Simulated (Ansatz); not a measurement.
# Lattice dynamics of MgO (Periclase, Fm-3m)

Aim: the vibrations of MgO (Periclase, Fm-3m), their spectra, and whether the structure is stable.

Program: Ansatz 0.2.0. Level of theory: DFT LDA, scalar-relativistic, plane waves, PAW; PAW set soft_1. Results are calculated unless marked as measured.

**What experiment says.**

For MgO, rocksalt (bulk crystal), “Infrared Optical Properties of Ferropericlase (Mg1-xFexO): Experiment and Theory” (2007, arxiv:0704.2267) quotes earlier work: lattice constant a (cubic lattice constant) 4.212 Å [literature value, temperature not stated]; ε∞ (high-frequency dielectric constant) 2.95 ± 0.1 at 295 K; infrared mode (TO phonon at Gamma (T1u)) 396.5 cm⁻¹ at 295 K.

“Electronic structure of alkaline earth and post-transition metal oxides” (2009, arxiv:0908.1581) quotes from earlier work for MgO, rocksalt (bulk crystal): band gap (literature experimental gap) 7.83 eV [Literature value based on experiment; other listed experimental values range from 7.7 to …].

The database entry behind the starting cell differs from later determinations by our own check (about 0.1 % long), so it need not match the best structure at ambient conditions.

### Step 1. Starting point

Symmetry: Fm-3m, No. 225, cubic system. Conventional cell: a = 4.217 Å, b = 4.217 Å, c = 4.217 Å, α = 90.00°, β = 90.00°, γ = 90.00°. Mg has 6 O at 2.11 Å nearest. O has 6 Mg at 2.11 Å nearest. Farther neighbours and most contacts between anions are not listed.

Coordinates:

```cif
data_structure
_symmetry_space_group_name_H-M 'Fm-3m'
_symmetry_Int_Tables_number 225
_cell_length_a 4.2170
_cell_length_b 4.2170
_cell_length_c 4.2170
_cell_angle_alpha 90.000
_cell_angle_beta 90.000
_cell_angle_gamma 90.000
_cell_volume 74.99
loop_
_atom_site_label
_atom_site_type_symbol
_atom_site_symmetry_multiplicity
_atom_site_Wyckoff_symbol
_atom_site_fract_x
_atom_site_fract_y
_atom_site_fract_z
_atom_site_occupancy
Mg1 Mg 4 a 0.00000 0.00000 0.00000 1
O1 O 4 b 0.50000 0.00000 0.00000 1
```

### Step 2. Relaxation

The cell and atoms are relaxed, since residual forces and stress would shift the frequencies.

input.yaml reads:

```yaml
crystal:
  lattice:
    - [0.0, 2.1085, 2.1085]
    - [2.1085, 0.0, 2.1085]
    - [2.1085, 2.1085, 0.0]
  atoms:
    - { symbol: Mg, position: [0.0, 0.0, 0.0] }
    - { symbol: O, position: [0.5, 0.5, 0.5] }
kpoints:
  mp_grid: { grid: [8, 8, 8] }
hamiltonian:
  xc: lda
  pseudopotentials: { kind: paw, azcp: { folder: soft_1 }, xc_functional: pbe }
scf:
  occupations: { method: gaussian, width: 0.02 }
output:
  forces: true
  stress: true
  eigenvalues: true
relax:
  adjacent_minimum: "off"
  f_tol: 0.005
  max_steps: 80
  cell: { stress_tol: 0.05 }
```

Run with:

```
$ ansatz run input.yaml --threads 4 --pin off --max-ram 10240MiB --backend cpu --events-out ev --progress --plain --runs-dir out
```

Numbers of over 12 decimals in the logs are rounded to 6 here.

The program printed:

```text
Engine: ansatz 0.2.0, aarch64-unknown-linux-gnu
Pseudopotentials: kind: paw
Pseudopotential: Mg, paw, valence charge 10, recommended cutoff 420 eV (normal), soft_1/Mg.paw.azcp
Pseudopotential: O, paw, valence charge 6, recommended cutoff 420 eV (normal), soft_1/O.paw.azcp
Functional definition: SPW92
  exchange = slater_x
  correlation = pw_c
Crystal: 2 atoms, lattice volume = 18.748 Å³
Basis set: ecut = 420 eV, 339 PW (Γ)
Bands: 12, of which v1, the nominal top of the filled ones, is band 8 counted from 1 (7 counted from 0)
Symmetry: 48 space group operations
Space group: Fm-3m (ITA 225), of the structure as read, at distance tolerance 2.7e-5 Å
k-points: 29 of 512
Non-local potential: Mg, projectors of the file, l = 0: 3, l = 1: 2, l = 2: 1
Non-local potential: O, projectors of the file, l = 0: 2, l = 1: 2, l = 2: 1
PAW form: soft (Blöchl's): semilocal exchange-correlation on the pseudo side does not see the compensation charge
PAW frozen core: Mg, regenerated for the run's functional, and the local potential with it (the file was generated under x = pbe(κ = 0.804, μ = 0.219515), c = pbe(β = 0.066725))
PAW frozen core: O, regenerated for the run's functional, and the local potential with it (the file was generated under x = pbe(κ = 0.804, μ = 0.219515), c = pbe(β = 0.066725))
PAW one-centre angular grid: Mg, 110 points (default); XC on 64 Gauss nodes
PAW one-centre angular grid: O, 110 points (default); XC on 64 Gauss nodes
Initial density: superposition of atomic densities (chi_scale 0.1, normalization cell, long waves kept (reshape's long-wave potential 0.00 eV rms))
Initial wavefunctions: pseudopotential atomic-orbital guess
Functional: x = slater, c = lda
SCF iter   1: F=—  HF=-2460.095700 eV  |F-HF|=—  |Δ(HF+E_count)|=         —  Δρ=6.83e-2  dr2=4.50e-1  ethr=3.10e-3  ⟨swp⟩=6.1  Hψ=2140  notcnv=0
preconditioner: auto → none  [insulator: Δε(μ)=4.373 eV  Ē_g=18.048 eV  σ=0.020 eV  W_gap=1.00  n_scr=8 (ndim 8)  ℏωp=24.3 eV  f_vac=0.000  D(μ)=0.00/eV (n_scr^D=0)  ε∞_Penn≈2.8]
SCF iter   2: F=—  HF=-2460.027129 eV  |F-HF|=—  |Δ(HF+E_count)|=   6.86e-2  Δρ=2.59e-2  dr2=7.32e-2  ethr=2.81e-3  ⟨swp⟩=2.2  Hψ=713  notcnv=0
SCF iter   3: F=—  HF=-2460.045624 eV  |F-HF|=—  |Δ(HF+E_count)|=   1.85e-2  Δρ=4.15e-3  dr2=2.09e-3  ethr=4.58e-4  ⟨swp⟩=2.7  Hψ=619  notcnv=0
SCF iter   4: F=—  HF=-2460.046982 eV  |F-HF|=—  |Δ(HF+E_count)|=   1.36e-3  Δρ=2.77e-4  dr2=9.96e-6  ethr=1.31e-5  ⟨swp⟩=2.0  Hψ=696  notcnv=0
SCF iter   5: F=—  HF=-2460.046981 eV  |F-HF|=—  |Δ(HF+E_count)|=   1.38e-6  Δρ=1.21e-4  dr2=1.20e-6  ethr=6.22e-8  ⟨swp⟩=2.0  Hψ=579  notcnv=0
SCF iter   6: F=-2460.046980 eV  HF=-2460.046980 eV  |F-HF|=2.12e-8  |Δ(HF+E_count)|=   7.63e-7  Δρ=1.24e-5  dr2=8.44e-9  ethr=6.25e-10  ⟨swp⟩=2.9  Hψ=1405  notcnv=0
SCF 1 converged in 6 iterations: F = -2460.046980 eV  dr2 = 8.44e-9
  greatest PAW one-centre occupation: 1.000 electrons in one spin orbital (limit 2), on the Mg atom at site 0 (counted from 0), in its partial waves of l = 1
relax step   1: F+E_penalty+E_count = -2460.04698031 eV  Δ(F+E_penalty+E_count) = +0.000e0 eV  max|allowed force component| = 7.042e-30 eV/Å  Δτ_max = 0.0000 Å  P = -6.402 GPa  Ω = 18.748 Å³  (6 SCF iters, dr2 threshold 1.00e-7 eV, accepted)
Crystal: 2 atoms, lattice volume = 18.430 Å³
Initial density: handed on by an earlier stage of this run
Initial wavefunctions: those handed on with the density
iter 1 solved again at ethr=3.14e-6 eV; its pass at ethr=3.10e-3 eV (dr2=5.02e-4 eV) is discarded
SCF iter   1: F=—  HF=-2460.058288 eV  |F-HF|=—  |Δ(HF+E_count)|=         —  Δρ=1.94e-3  dr2=4.92e-4  ethr=3.14e-6  ⟨swp⟩=2.0  Hψ=2506  notcnv=0
preconditioner: auto → none  [insulator: Δε(μ)=4.807 eV  Ē_g=18.399 eV  σ=0.020 eV  W_gap=1.00  n_scr=8 (ndim 8)  ℏωp=24.5 eV  f_vac=0.000  D(μ)=0.00/eV (n_scr^D=0)  ε∞_Penn≈2.8]
SCF iter   2: F=—  HF=-2460.058154 eV  |F-HF|=—  |Δ(HF+E_count)|=   1.34e-4  Δρ=6.12e-4  dr2=4.98e-5  ethr=3.08e-6  ⟨swp⟩=2.5  Hψ=455  notcnv=0
SCF iter   3: F=—  HF=-2460.058142 eV  |F-HF|=—  |Δ(HF+E_count)|=   1.13e-5  Δρ=1.02e-4  dr2=1.00e-6  ethr=3.11e-7  ⟨swp⟩=2.1  Hψ=425  notcnv=0
iter 4 did not close the SCF: its close was put off for the readings that it lacked (scf_convergence_deferred on its scf_iter line)
SCF iter   4: F=-2460.058142 eV  HF=-2460.058142 eV  |F-HF|=1.72e-8  |Δ(HF+E_count)|=   4.94e-8  Δρ=1.17e-5  dr2=1.59e-8  ethr=6.25e-9  ⟨swp⟩=2.0  Hψ=566  notcnv=0
iter 5 did not close the SCF: its close was put off for the readings that it lacked (scf_convergence_deferred on its scf_iter line)
SCF iter   5: F=-2460.058142 eV  HF=-2460.058142 eV  |F-HF|=1.58e-10  |Δ(HF+E_count)|=   7.70e-9  Δρ=1.93e-6  dr2=4.68e-10  ethr=9.91e-11  ⟨swp⟩=2.4  Hψ=579  notcnv=0
SCF iter   6: F=-2460.058142 eV  HF=-2460.058142 eV  |F-HF|=1.91e-11  |Δ(HF+E_count)|=  3.46e-11  Δρ=4.11e-7  dr2=9.42e-12  ethr=2.93e-12  ⟨swp⟩=1.0  Hψ=1087  notcnv=0
SCF 2 converged in 6 iterations: F = -2460.058142 eV  dr2 = 9.42e-12
relax step   2: F+E_penalty+E_count = -2460.05814219 eV  Δ(F+E_penalty+E_count) = -1.116e-2 eV  max|allowed force component| = 5.374e-30 eV/Å  Δτ_max = 0.0000 Å  P = -3.725 GPa  Ω = 18.430 Å³  energy of the carried Pulay correction = +1.069e-3 eV  (6 SCF iters, dr2 threshold 2.00e-7 eV, accepted)
Crystal: 2 atoms, lattice volume = 18.004 Å³
iter 1 solved again at ethr=5.84e-6 eV; its pass at ethr=3.10e-3 eV (dr2=9.34e-4 eV) is discarded
SCF iter   1: F=—  HF=-2460.064649 eV  |F-HF|=—  |Δ(HF+E_count)|=         —  Δρ=2.77e-3  dr2=9.84e-4  ethr=5.84e-6  ⟨swp⟩=1.0  Hψ=2556  notcnv=0
preconditioner: auto → none  [insulator: Δε(μ)=5.047 eV  Ē_g=18.674 eV  σ=0.020 eV  W_gap=1.00  n_scr=8 (ndim 8)  ℏωp=24.8 eV  f_vac=0.000  D(μ)=0.00/eV (n_scr^D=0)  ε∞_Penn≈2.8]
SCF iter   2: F=—  HF=-2460.064372 eV  |F-HF|=—  |Δ(HF+E_count)|=   2.77e-4  Δρ=8.52e-4  dr2=9.65e-5  ethr=5.84e-6  ⟨swp⟩=2.4  Hψ=502  notcnv=0
SCF iter   3: F=—  HF=-2460.064350 eV  |F-HF|=—  |Δ(HF+E_count)|=   2.24e-5  Δρ=1.49e-4  dr2=1.96e-6  ethr=6.03e-7  ⟨swp⟩=2.2  Hψ=435  notcnv=0
iter 4 did not close the SCF: its close was put off for the readings that it lacked (scf_convergence_deferred on its scf_iter line)
SCF iter   4: F=-2460.064350 eV  HF=-2460.064350 eV  |F-HF|=9.90e-9  |Δ(HF+E_count)|=   1.37e-7  Δρ=8.60e-6  dr2=1.03e-8  ethr=1.23e-8  ⟨swp⟩=1.5  Hψ=394  notcnv=0
iter 5 did not close the SCF: its close was put off for the readings that it lacked (scf_convergence_deferred on its scf_iter line)
SCF iter   5: F=-2460.064350 eV  HF=-2460.064350 eV  |F-HF|=4.77e-11  |Δ(HF+E_count)|=   1.03e-9  Δρ=2.46e-6  dr2=4.14e-10  ethr=6.43e-11  ⟨swp⟩=2.0  Hψ=573  notcnv=0
SCF iter   6: F=-2460.064350 eV  HF=-2460.064350 eV  |F-HF|=9.09e-13  |Δ(HF+E_count)|=  8.09e-11  Δρ=3.35e-7  dr2=7.95e-12  ethr=2.59e-12  ⟨swp⟩=1.1  Hψ=933  notcnv=0
SCF 3 converged in 6 iterations: F = -2460.064350 eV  dr2 = 7.95e-12
relax step   3: F+E_penalty+E_count = -2460.06434981 eV  Δ(F+E_penalty+E_count) = -6.208e-3 eV  max|allowed force component| = 5.834e-30 eV/Å  Δτ_max = 0.0000 Å  P = +0.220 GPa  Ω = 18.004 Å³  energy of the carried Pulay correction = +2.527e-3 eV  (6 SCF iters, dr2 threshold 2.00e-7 eV, accepted)
[...]
relax step   4: F+E_penalty+E_count = -2460.06428477 eV  Δ(F+E_penalty+E_count) = +6.504e-5 eV  max|allowed force component| = 6.829e-30 eV/Å  Δτ_max = 0.0000 Å  P = -0.007 GPa  Ω = 18.028 Å³  energy of the carried Pulay correction = +2.447e-3 eV  (6 SCF iters, dr2 threshold 1.21e-7 eV, accepted)
[...]
relax step   5: F+E_penalty+E_count = -2460.06239708 eV  Δ(F+E_penalty+E_count) = +1.888e-3 eV  max|allowed force component| = 7.354e-30 eV/Å  Δτ_max = 0.0000 Å  P = -0.207 GPa  Ω = 18.028 Å³  stress off target by 2.07e-1 GPa  SCF on the basis re-selected at this cell (its energy is not comparable with the rows above)  (6 SCF iters)
[...]
relax step   6: F+E_penalty+E_count = -2460.06248237 eV  Δ(F+E_penalty+E_count) = -8.528e-5 eV  max|allowed force component| = 5.432e-30 eV/Å  Δτ_max = 0.0000 Å  P = -0.001 GPa  Ω = 18.006 Å³  energy of the carried Pulay correction = +7.147e-5 eV  (6 SCF iters, dr2 threshold 1.08e-7 eV, accepted)
iter 1 solved again at ethr=1.40e-7 eV; its pass at ethr=3.10e-3 eV (dr2=2.23e-5 eV) is discarded
SCF iter   1: F=—  HF=-2460.062359 eV  |F-HF|=—  |Δ(HF+E_count)|=         —  Δρ=1.74e-5  dr2=8.03e-9  ethr=1.40e-7  ⟨swp⟩=3.1  Hψ=3132  notcnv=0
eigensolver tolerance schedule: the retry pair's looser diagonalisation over-reported the residual by 2779.60 of it (diagonalisation noise at 0.14 of the residual, at the tolerance the schedule requests for it); recorded, not acted on — ethr = c·dr2/N_el stays at c = 1.0e-1
preconditioner: auto → none  [insulator: Δε(μ)=5.029 eV  Ē_g=18.657 eV  σ=0.020 eV  W_gap=1.00  n_scr=8 (ndim 8)  ℏωp=24.8 eV  f_vac=0.000  D(μ)=0.00/eV (n_scr^D=0)  ε∞_Penn≈2.8]
SCF iter   2: F=—  HF=-2460.062359 eV  |F-HF|=—  |Δ(HF+E_count)|=   6.90e-8  Δρ=7.76e-6  dr2=1.36e-9  ethr=5.02e-11  ⟨swp⟩=2.8  Hψ=631  notcnv=0
SCF iter   3: F=—  HF=-2460.062359 eV  |F-HF|=—  |Δ(HF+E_count)|=  3.88e-10  Δρ=1.32e-6  dr2=3.74e-11  ethr=8.51e-12  ⟨swp⟩=1.0  Hψ=352  notcnv=0
iter 4 did not close the SCF: its close was put off for the readings that it lacked (scf_convergence_deferred on its scf_iter line)
SCF iter   4: F=-2460.062359 eV  HF=-2460.062359 eV  |F-HF|=0.00e0  |Δ(HF+E_count)|=  1.73e-11  Δρ=7.38e-8  dr2=5.76e-13  ethr=1.00e-12  ⟨swp⟩=1.0  Hψ=348  notcnv=0
iter 5 did not close the SCF: its close was put off for the readings that it lacked (scf_convergence_deferred on its scf_iter line)
SCF iter   5: F=-2460.062359 eV  HF=-2460.062359 eV  |F-HF|=4.55e-13  |Δ(HF+E_count)|=  9.09e-13  Δρ=8.42e-9  dr2=3.82e-15  ethr=1.00e-12  ⟨swp⟩=1.0  Hψ=348  notcnv=0
iter 6 did not close the SCF: its close was put off for the readings that it lacked (scf_convergence_deferred on its scf_iter line)
SCF iter   6: F=-2460.062359 eV  HF=-2460.062359 eV  |F-HF|=0.00e0  |Δ(HF+E_count)|=    0.00e0  Δρ=1.52e-9  dr2=1.79e-16  ethr=1.00e-12  ⟨swp⟩=1.0  Hψ=348  notcnv=0
iter 7 did not close the SCF: its close was put off for the readings that it lacked (scf_convergence_deferred on its scf_iter line)
SCF iter   7: F=-2460.062359 eV  HF=-2460.062359 eV  |F-HF|=4.55e-13  |Δ(HF+E_count)|=  4.55e-13  Δρ=4.19e-10  dr2=8.97e-18  ethr=1.00e-12  ⟨swp⟩=1.0  Hψ=348  notcnv=0
SCF iter   8: F=-2460.062359 eV  HF=-2460.062359 eV  |F-HF|=4.55e-13  |Δ(HF+E_count)|=  4.55e-13  Δρ=4.14e-11  dr2=1.71e-19  ethr=1.00e-12  ⟨swp⟩=2.1  Hψ=973  notcnv=0
SCF 7 converged in 8 iterations: F = -2460.062359 eV  dr2 = 1.71e-19
relax step   7: F+E_penalty+E_count = -2460.06235884 eV  Δ(F+E_penalty+E_count) = +1.235e-4 eV  max|allowed force component| = 1.125e-29 eV/Å  Δτ_max = 0.0000 Å  P = -0.005 GPa  Ω = 18.006 Å³  stress off target by 5.39e-3 GPa  SCF on the basis re-selected at this cell (its energy is not comparable with the rows above)  (8 SCF iters)
basis re-selected at this cell: Δ(F+E_penalty+E_count) = +1.235e-4 eV, ΔP = -0.004 GPa vs the last step (what re-selecting the basis moved, of the pressure what is left beyond the Pulay correction that the steps carried, after the strain that the cell walked since its last selection, with what the two solves' SCF thresholds leave and, on support functions, any second-order correction that the steps lacked; it is no m [...]
SCF converged after 8 iterations
Free energy (F): -2460.062359 eV
Harris-Foulkes:  -2460.062359 eV  (|F-HF|=4.55e-13)
Internal energy: -2460.062359 eV  (E = F + TS)
E sigma→0 (E₀):  -2460.062359 eV
Fermi energy:    10.659574 eV
--- Per-component energies (eV) ---
  E_band       = -289.093734
  E_kinetic    = 243.460949
  E_local      = -1668.331078  (includes V_loc(G=0)·N_el)
  E_nonlocal   = 249.451115
  E_hartree    = 551.050140
  E_xc         = -99.495877
  E_vxc        = -128.368855  (∫ρ·V_xc dr)
  E_paw        = -431.151480  (= ΣΔE_a)
  E_vpaw       = -87.406977  (= ΣTr[D̂ρ^β])
  E_aug_tail   = 0.000831  (compensation charges beyond the density's cutoff)
  E_ewald      = -1305.294361
  E_core_change = 0.247401  (= ΣΔE_core)
  E_smearing   = -0.000000  (= −TS)
  E_closure    = 0.000000  (closes the sum)
  Σ components = -2460.062359   (vs F -2460.062359, Δ=0.00e0)
--- Forces (eV/Å), atoms counted from 1 ---
  atom   1  Mg    -0.00000000     0.00000000     0.00000000
  atom   2  O      0.00000000    -0.00000000    -0.00000000
  max |Σ_I F_I| component: 2.17e-29 eV/Å
--- Stress (GPa, compression-positive) ---
       -0.005393      -0.000000      -0.000000
       -0.000000      -0.005393      -0.000000
       -0.000000      -0.000000      -0.005393
  P = ⅓ Tr σ = -0.0054 GPa (-0.054 kbar)
--- Band table (eV; the first three rows and the last of 29) ---
  k-point 0: bands = [... 4 lower, -9.0480, 8.1451, 8.1451, 8.1451, 13.1739, 23.8866, 23.8866, 23.8866]
  k-point 1: bands = [... 4 lower, -8.8604, 7.1699, 8.0345, 8.0345, 14.0729, 22.2221, 24.2619, 24.2619]
  k-point 2: bands = [... 4 lower, -8.3711, 5.3894, 7.7793, 7.7793, 15.4695, 20.7375, 24.8150, 24.8150]
  k-point 28: bands = [... 4 lower, -7.2431, 5.0449, 5.0449, 6.2761, 19.8487, 19.8487, 20.4671, 23.8941]
--- Relaxed structure (5 steps of the walk, 5 accepted, 2 SCFs on fresh bases) ---
  F+E_penalty+E_count = -2460.06235884 eV   max|allowed force component| = 1.125e-29 eV/Å   (the final SCF, on the basis selected at the relaxed cell)
  cell:  # Å, volume = 18.0065 Å³
    - [0, 2.080332, 2.080332]
    - [2.080332, 0, 2.080332]
    - [2.080332, 2.080332, 0]
  atoms:
    - { symbol: Mg, position: [0, 0, 0] }
    - { symbol: O, position: [0.5, 0.5, 0.5] }
```

Elapsed: 1.4 s, on 4 threads of Arm Neoverse V2, shared host; peak memory 0.27 GiB; 4 s of CPU time.

The steps of the relaxation:

```csv
step,energy less that of the first step (eV),largest force component (eV/Å),pressure (GPa),volume (Å³)
1,0.0000,0.0000,-6.40,18.75
2,-0.0112,0.0000,-3.73,18.43
3,-0.0174,0.0000,0.22,18.00
4,-0.0173,0.0000,-0.01,18.03
5*,-0.0154,0.0000,-0.21,18.03
6,-0.0155,0.0000,0.00,18.01
7*,-0.0154,0.0000,-0.01,18.01
```

Relaxation steps marked * repeat the geometry before them on a plane-wave basis chosen anew for their cell, so energy and pressure can jump there.

Forces are held to the 48 operations that the run works with; a distortion that breaks them can't arise in this run.

```csv
"conventional cell, symmetrised",before,after,change
a (Å),4.217,4.161,-1.3 %
b (Å),4.217,4.161,-1.3 %
c (Å),4.217,4.161,-1.3 %
volume (Å³/atom),9.37,9.00,-4.0 %
```

Final coordinates:

```xyz
2
Lattice="0.0000 2.0803 2.0803 2.0803 0.0000 2.0803 2.0803 2.0803 0.0000" Properties=species:S:1:pos:R:3 pbc="T T T"
Mg    0.0000    0.0000    0.0000
O     2.0803    2.0803    2.0803
```

This step gave:

| Quantity | Value |
| --- | --- |
| pressure | -0.005393 GPa |
| gap on the k-mesh | 5.029 eV |
| volume per atom | 9.003 Å³ |
| direct gap on mesh | 5.029 eV |

In this step the volume went from 9.37 to 9.00 Å³/atom.

### Step 3. Relaxing to small forces for the phonons

Phonons need a cell at rest on their own settings, so the relaxation is repeated with tight tolerances on forces and stress on the k mesh and occupations of the first response run.

input.yaml, the sections that differ from step 2:

```yaml
crystal:
  lattice:
    - [0.0, 2.0803324556, 2.0803324556]
    - [2.0803324556, 0.0, 2.0803324556]
    - [2.0803324556, 2.0803324556, 0.0]
  atoms:
    - { symbol: Mg, position: [0.0, 0.0, 0.0] }
    - { symbol: O, position: [0.5, 0.5, 0.5] }
scf:
  occupations: { method: fixed }
relax:
  adjacent_minimum: "off"
  f_tol: 0.001
  max_steps: 60
  cell: { stress_tol: 0.01 }
# kpoints, hamiltonian, output: as in step 2
```

The program printed:

```text
[...]
Crystal: 2 atoms, lattice volume = 18.006 Å³
Basis set: ecut = 420 eV, 339 PW (Γ)
Bands: 12, of which v1, the nominal top of the filled ones, is band 8 counted from 1 (7 counted from 0)
Symmetry: 48 space group operations
[...]
k-points: 29 of 512
[...]
k-point 28: bands = [... 4 lower, -7.2431, 5.0449, 5.0449, 6.2761, 19.8487, 19.8487, 20.4671, 23.8941]
--- Relaxed structure (1 steps of the walk, 1 accepted, 1 SCFs on fresh bases) ---
[...]
cell:  # Å, volume = 18.0065 Å³
    - [0.0, 2.0803324556, 2.0803324556]
    - [2.0803324556, 0.0, 2.0803324556]
    - [2.0803324556, 2.0803324556, 0.0]
  atoms:
    - { symbol: Mg, position: [0.0, 0.0, 0.0] }
    - { symbol: O, position: [0.5, 0.5, 0.5] }
[key lines of the parts left out:]
SCF converged after 5 iterations
Free energy (F): -2460.062359 eV
Fermi energy:    8.145137 eV
P = ⅓ Tr σ = -0.0054 GPa (-0.054 kbar)
```

Run time: 0.43 s. Hardware: 4 threads; peak memory 0.26 GiB; 1.2 s of CPU time.

Little changed from the start: no atom moved by 0.005 Å and no cell edge by 0.1 %.

Numbers from this step:

| Property | Result |
| --- | --- |
| pressure | -0.005396 GPa |

The forces vanish by symmetry and the pressure is -0.005 GPa, within the tolerances set. The cell now holds 9.00 Å³/atom.

(Continued in part 2 of 3.)

[Logs are printed without paths, hosts, clocks, repeated set-up lines and the standing remarks that a program may print on its own settings, such as how far it seeks lower states.]

[Hosts, paths, dates, database ids (printed as entryN), source tags and the programs' standing remarks are cut or masked in the printed files.]
